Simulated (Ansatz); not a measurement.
# Squeezing and shearing a frame of amorphous poly(vinylidene fluoride) (as short chains C8F6H12) from 500 K (78 atoms), part 2 of 4

Aim: relax a frame of amorphous poly(vinylidene fluoride) (as short chains C8F6H12) from 500 K (78 atoms), then change its volume and shape to read moduli from the stress.

Ansatz 0.2.0; Kohn-Sham DFT, PBE+D4, PAW (set soft_2), plane waves.

The cell: 24 C, 18 F and 36 H. The network of contacts between molecules at the start is that of the classical potential that made the cell. Only the Γ point is sampled.

So far. Step 2 (Single point at the start): The r.m.s. force at the start is 1.0 eV/Å.

### 3. Cell and atoms relaxed

The cell is relaxed with the atoms, since the starting lattice needn't suit this functional.

input.yaml reads:

```yaml
crystal:
  lattice:
    - [9.16861, 0.0, 0.0]
    - [0.0, 9.16861, 0.0]
    - [0.0, 0.0, 9.16861]
  atoms:
    [... the 78 atom lines of step 2 ...]
kpoints:
  mp_grid: { grid: [1, 1, 1] }
hamiltonian:
  xc: pbe
  dispersion: d4
scf:
  occupations: { method: fermi_dirac, width: 0.05 }
output:
  forces: true
relax:
  f_tol: 0.05
  max_steps: 150
  cell: {}
```

The run is started by

```sh
$ ansatz run input.yaml --threads 4 --pin off --max-ram 8192MiB --backend cpu --events-out ev --progress --plain --runs-dir out
```

Numbers of over 12 decimals in the logs are rounded to 6 here.

The log of the run:

```text
[...]
Crystal: 78 atoms, lattice volume = 770.745 Å³
Basis set: ecut = 420 eV, 15155 PW (Γ), exchange–correlation on 128×128×128 points (8 copies of the dense FFT grid, shifted against one another)
Bands: 207, of which v1, the nominal top of the filled ones, is band 129 counted from 1 (128 counted from 0)
Symmetry: 1 space group operations
[...]
k-points: 1
[...]
SCF iter   1: F=—  HF=-21144.282445 eV  |F-HF|=—  |Δ(HF+E_count)|=         —  Δρ=5.51e-3  dr2=3.29e-1  ethr=1.77e-3  ⟨swp⟩=6.0  Hψ=913  notcnv=0  defer=11
[...]
SCF iter   9: F=-21144.197014 eV  HF=-21144.197014 eV  |F-HF|=6.29e-8  |Δ(HF+E_count)|=   3.50e-7  Δρ=2.35e-6  dr2=4.53e-8  ethr=3.88e-11  ⟨swp⟩=5.0  Hψ=597  notcnv=0
SCF 1 converged in 9 iterations: F = -21144.197014 eV  dr2 = 4.53e-8
[...]
relax step   1: F+E_penalty+E_count = -21144.19701407 eV  Δ(F+E_penalty+E_count) = +0.000e0 eV  max|allowed force component| = 2.807e0 eV/Å  Δτ_max = 0.0000 Å  P = +4.968 GPa  Ω = 770.745 Å³  (9 SCF iters, dr2 threshold 1.00e-7 eV, accepted)
[... from here on, the SCF cycles and remarks between the steps are left out ...]
relax step   2: F+E_penalty+E_count = -21147.93110710 eV  Δ(F+E_penalty+E_count) = -3.734e0 eV  max|allowed force component| = 1.213e0 eV/Å  Δτ_max = 0.1948 Å  P = +0.775 GPa  Ω = 833.394 Å³  energy of the carried Pulay correction = -1.934e-1 eV  (7 SCF iters, dr2 threshold 7.80e-6 eV, accepted)
relax step   3: F+E_penalty+E_count = -21148.64934370 eV  Δ(F+E_penalty+E_count) = -7.182e-1 eV  max|allowed force component| = 5.167e-1 eV/Å  Δτ_max = 0.1926 Å  P = -0.219 GPa  Ω = 825.596 Å³  energy of the carried Pulay correction = -1.702e-1 eV  (8 SCF iters, dr2 threshold 7.80e-6 eV, accepted)
relax step   4: F+E_penalty+E_count = -21148.83730823 eV  Δ(F+E_penalty+E_count) = -1.880e-1 eV  max|allowed force component| = 2.365e-1 eV/Å  Δτ_max = 0.2000 Å  P = -0.084 GPa  Ω = 821.670 Å³  energy of the carried Pulay correction = -1.584e-1 eV  (7 SCF iters, dr2 threshold 7.80e-6 eV, accepted)
relax step   5: F+E_penalty+E_count = -21148.92933775 eV  Δ(F+E_penalty+E_count) = -9.203e-2 eV  max|allowed force component| = 9.588e-2 eV/Å  Δτ_max = 0.2000 Å  P = -0.137 GPa  Ω = 820.908 Å³  energy of the carried Pulay correction = -1.561e-1 eV  (8 SCF iters, dr2 threshold 3.50e-6 eV, accepted)
relax step   6: F+E_penalty+E_count = -21148.98662051 eV  Δ(F+E_penalty+E_count) = -5.728e-2 eV  max|allowed force component| = 2.263e-1 eV/Å  Δτ_max = 0.1935 Å  P = -0.312 GPa  Ω = 811.007 Å³  energy of the carried Pulay correction = -1.261e-1 eV  (9 SCF iters, dr2 threshold 5.75e-7 eV, accepted)
relax step   7: F+E_penalty+E_count = -21148.99895303 eV  Δ(F+E_penalty+E_count) = -1.233e-2 eV  max|allowed force component| = 6.224e-2 eV/Å  Δτ_max = 0.0773 Å  P = -0.001 GPa  Ω = 815.082 Å³  energy of the carried Pulay correction = -1.385e-1 eV  (6 SCF iters, dr2 threshold 3.20e-6 eV, accepted)
relax step   8: F+E_penalty+E_count = -21148.96661215 eV  Δ(F+E_penalty+E_count) = +3.234e-2 eV  max|allowed force component| = 5.271e-1 eV/Å  Δτ_max = 0.1863 Å  P = +0.246 GPa  Ω = 795.745 Å³  energy of the carried Pulay correction = -7.904e-2 eV  (9 SCF iters, dr2 threshold 2.42e-7 eV, rejected (line search))
relax step   9: F+E_penalty+E_count = -21149.01404153 eV  Δ(F+E_penalty+E_count) = -1.509e-2 eV  max|allowed force component| = 2.113e-2 eV/Å  Δτ_max = 0.0927 Å  P = -0.005 GPa  Ω = 814.239 Å³  energy of the carried Pulay correction = -1.359e-1 eV  (12 SCF iters, accepted)
relax step  10: F+E_penalty+E_count = -21149.02621591 eV  Δ(F+E_penalty+E_count) = -1.217e-2 eV  max|allowed force component| = 8.525e-2 eV/Å  Δτ_max = 0.0976 Å  P = -0.094 GPa  Ω = 812.955 Å³  energy of the carried Pulay correction = -1.320e-1 eV  (11 SCF iters, accepted)
relax step  11: F+E_penalty+E_count = -21149.03995972 eV  Δ(F+E_penalty+E_count) = -1.374e-2 eV  max|allowed force component| = 1.022e-1 eV/Å  Δτ_max = 0.1469 Å  P = -0.161 GPa  Ω = 811.669 Å³  energy of the carried Pulay correction = -1.281e-1 eV  (8 SCF iters, dr2 threshold 4.54e-7 eV, accepted)
relax step  12: F+E_penalty+E_count = -21149.05405581 eV  Δ(F+E_penalty+E_count) = -1.410e-2 eV  max|allowed force component| = 1.122e-1 eV/Å  Δτ_max = 0.1444 Å  P = -0.141 GPa  Ω = 809.801 Å³  energy of the carried Pulay correction = -1.224e-1 eV  (8 SCF iters, dr2 threshold 6.53e-7 eV, accepted)
relax step  13: F+E_penalty+E_count = -21149.05650417 eV  Δ(F+E_penalty+E_count) = -2.448e-3 eV  max|allowed force component| = 5.129e-2 eV/Å  Δτ_max = 0.0781 Å  P = +0.076 GPa  Ω = 810.721 Å³  energy of the carried Pulay correction = -1.252e-1 eV  (8 SCF iters, dr2 threshold 7.87e-7 eV, accepted)
relax step  14: F+E_penalty+E_count = -21149.05819578 eV  Δ(F+E_penalty+E_count) = -1.692e-3 eV  max|allowed force component| = 9.390e-2 eV/Å  Δτ_max = 0.1412 Å  P = -0.181 GPa  Ω = 810.364 Å³  energy of the carried Pulay correction = -1.241e-1 eV  (9 SCF iters, dr2 threshold 1.64e-7 eV, accepted)
[...]
relax step  47: F+E_penalty+E_count = -21149.52566608 eV  Δ(F+E_penalty+E_count) = +5.868e-3 eV  max|allowed force component| = 2.857e-2 eV/Å  Δτ_max = 0.0362 Å  P = +0.032 GPa  Ω = 829.930 Å³  energy of the carried Pulay correction = -9.479e-3 eV  (8 SCF iters, dr2 threshold 2.95e-7 eV, accepted)
relax step  48: F+E_penalty+E_count = -21149.54686091 eV  Δ(F+E_penalty+E_count) = -2.119e-2 eV  max|allowed force component| = 2.767e-2 eV/Å  Δτ_max = 0.0000 Å  P = +0.061 GPa  Ω = 829.930 Å³  stress off target by 1.73e-1 GPa  SCF on the basis re-selected at this cell (its energy is not comparable with the rows above)  (6 SCF iters)
relax step  49: F+E_penalty+E_count = -21149.56191025 eV  Δ(F+E_penalty+E_count) = -1.505e-2 eV  max|allowed force component| = 3.385e-2 eV/Å  Δτ_max = 0.1167 Å  P = +0.024 GPa  Ω = 826.890 Å³  energy of the carried Pulay correction = +6.862e-3 eV  (9 SCF iters, dr2 threshold 7.48e-8 eV, accepted)
relax step  50: F+E_penalty+E_count = -21149.56416455 eV  Δ(F+E_penalty+E_count) = -2.254e-3 eV  max|allowed force component| = 1.923e-2 eV/Å  Δτ_max = 0.0350 Å  P = +0.019 GPa  Ω = 826.560 Å³  energy of the carried Pulay correction = +7.816e-3 eV  (8 SCF iters, dr2 threshold 1.32e-8 eV, accepted)
relax step  51: F+E_penalty+E_count = -21149.56054824 eV  Δ(F+E_penalty+E_count) = +3.616e-3 eV  max|allowed force component| = 1.997e-2 eV/Å  Δτ_max = 0.0000 Å  P = +0.032 GPa  Ω = 826.560 Å³  stress off target by 9.40e-2 GPa  SCF on the basis re-selected at this cell (its energy is not comparable with the rows above)  (6 SCF iters)
relax step  52: F+E_penalty+E_count = -21149.57361385 eV  Δ(F+E_penalty+E_count) = -1.307e-2 eV  max|allowed force component| = 3.618e-2 eV/Å  Δτ_max = 0.0689 Å  P = -0.009 GPa  Ω = 823.397 Å³  energy of the carried Pulay correction = +8.408e-3 eV  (9 SCF iters, dr2 threshold 2.21e-8 eV, accepted)
relax step  53: F+E_penalty+E_count = -21149.56737461 eV  Δ(F+E_penalty+E_count) = +6.239e-3 eV  max|allowed force component| = 3.587e-2 eV/Å  Δτ_max = 0.0000 Å  P = -0.011 GPa  Ω = 823.397 Å³  stress off target by 7.89e-2 GPa  SCF on the basis re-selected at this cell (its energy is not comparable with the rows above)  (5 SCF iters)
relax step  54: F+E_penalty+E_count = -21149.57670303 eV  Δ(F+E_penalty+E_count) = -9.328e-3 eV  max|allowed force component| = 2.309e-2 eV/Å  Δτ_max = 0.0608 Å  P = -0.017 GPa  Ω = 821.029 Å³  energy of the carried Pulay correction = +6.193e-3 eV  (9 SCF iters, dr2 threshold 1.55e-8 eV, accepted)
relax step  55: F+E_penalty+E_count = -21149.57518428 eV  Δ(F+E_penalty+E_count) = +1.519e-3 eV  max|allowed force component| = 2.285e-2 eV/Å  Δτ_max = 0.0000 Å  P = -0.018 GPa  Ω = 821.029 Å³  stress off target by 6.41e-2 GPa  SCF on the basis re-selected at this cell (its energy is not comparable with the rows above)  (5 SCF iters)
relax step  56: F+E_penalty+E_count = -21149.58408849 eV  Δ(F+E_penalty+E_count) = -8.904e-3 eV  max|allowed force component| = 2.355e-2 eV/Å  Δτ_max = 0.0644 Å  P = -0.024 GPa  Ω = 818.543 Å³  energy of the carried Pulay correction = +6.577e-3 eV  (9 SCF iters, dr2 threshold 1.03e-8 eV, accepted)
relax step  57: F+E_penalty+E_count = -21149.57544634 eV  Δ(F+E_penalty+E_count) = +8.642e-3 eV  max|allowed force component| = 2.327e-2 eV/Å  Δτ_max = 0.0000 Å  P = -0.027 GPa  Ω = 818.543 Å³  stress off target by 6.33e-2 GPa  SCF on the basis re-selected at this cell (its energy is not comparable with the rows above)  (5 SCF iters)
relax step  58: F+E_penalty+E_count = -21149.58274207 eV  Δ(F+E_penalty+E_count) = -7.296e-3 eV  max|allowed force component| = 1.314e-2 eV/Å  Δτ_max = 0.0551 Å  P = +0.003 GPa  Ω = 816.500 Å³  energy of the carried Pulay correction = +5.352e-3 eV  (9 SCF iters, dr2 threshold 1.00e-8 eV, accepted)
relax step  59: F+E_penalty+E_count = -21149.57678221 eV  Δ(F+E_penalty+E_count) = +5.960e-3 eV  max|allowed force component| = 1.340e-2 eV/Å  Δτ_max = 0.0000 Å  P = +0.003 GPa  Ω = 816.500 Å³  stress off target by 2.47e-2 GPa  SCF on the basis re-selected at this cell (its energy is not comparable with the rows above)  (5 SCF iters)
[...]
SCF converged after 5 iterations
Free energy (F): -21149.576782 eV
[...]
Internal energy: -21149.576782 eV  (E = F + TS)
E sigma→0 (E₀):  -21149.576782 eV
Fermi energy:    1.260254 eV
[...]
--- Forces (eV/Å), atoms counted from 1 ---
  atom   1  C     -0.00444526    -0.00694506    -0.00056797
  atom   2  C      0.00391538    -0.00564595    -0.00069986
  atom   3  C      0.00508351     0.00515049    -0.00077854
  atom   4  F      0.00097942    -0.00015873    -0.00200096
  atom   5  F     -0.00315796     0.00012091     0.00056722
  atom   6  C      0.00077324     0.00329654     0.00240403
  atom   7  C     -0.00491487     0.00715116    -0.00136620
  atom   8  F      0.00383390    -0.00242530     0.00133453
  atom   9  F     -0.00014071    -0.00018126    -0.00004687
  atom  10  C     -0.00007398    -0.00212643    -0.00117802
  atom  11  C     -0.00088901    -0.00333072    -0.00053290
  atom  12  F     -0.00149624     0.00069383     0.00051055
  atom  13  F     -0.00033686     0.00051091     0.00067698
  atom  14  C      0.00036002     0.00133699     0.00071926
[...]
atom  77  H     -0.00216405    -0.00008429     0.00083351
  atom  78  H      0.00069192     0.00174585     0.00313394
  max |Σ_I F_I| component: 8.20e-6 eV/Å
--- Stress (GPa, compression-positive) ---
        0.004328       0.013447       0.003452
        0.013447      -0.003057      -0.020022
        0.003452      -0.020021       0.007340
  P = ⅓ Tr σ = 0.0029 GPa (0.029 kbar)
--- Relaxed structure (51 steps of the walk, 49 accepted, 8 SCFs on fresh bases) ---
  F+E_penalty+E_count = -21149.57678221 eV   max|allowed force component| = 1.340e-2 eV/Å   (the final SCF, on the basis selected at the relaxed cell)
  cell:  # Å, volume = 816.5005 Å³
    - [9.493693, 0.016869, -0.703952]
    - [0.016869, 9.209337, -0.770609]
    - [-0.703952, -0.770609, 9.455340]
  atoms:
    - { symbol: C, position: [0.286586, 0.448219, 0.139465] }
    - { symbol: C, position: [0.165893, 0.368099, 0.184926] }
    - { symbol: C, position: [0.186278, 0.203934, 0.172415] }
    - { symbol: F, position: [0.192350, 0.144728, 0.028610] }
[...]
- { symbol: H, position: [0.692534, 0.565809, 0.313429] }
```

It took 5 min on 4 threads of Intel Xeon Platinum 8175M at 2.50GHz (Skylake/Cascade Lake), shared host; peak memory 0.91 GiB; 18 min of CPU time.

The relaxation converged after 51 steps, with a largest force component of 0.013 eV/Å.

(Continued in part 3 of 4.)

[Logs are printed without paths, hosts, clocks, repeated set-up lines and the standing remarks that a program may print on its own settings, such as how far it seeks lower states.]

[Hosts, paths, dates, database ids (printed as entryN), source tags and the programs' standing remarks are cut or masked in the printed files.]
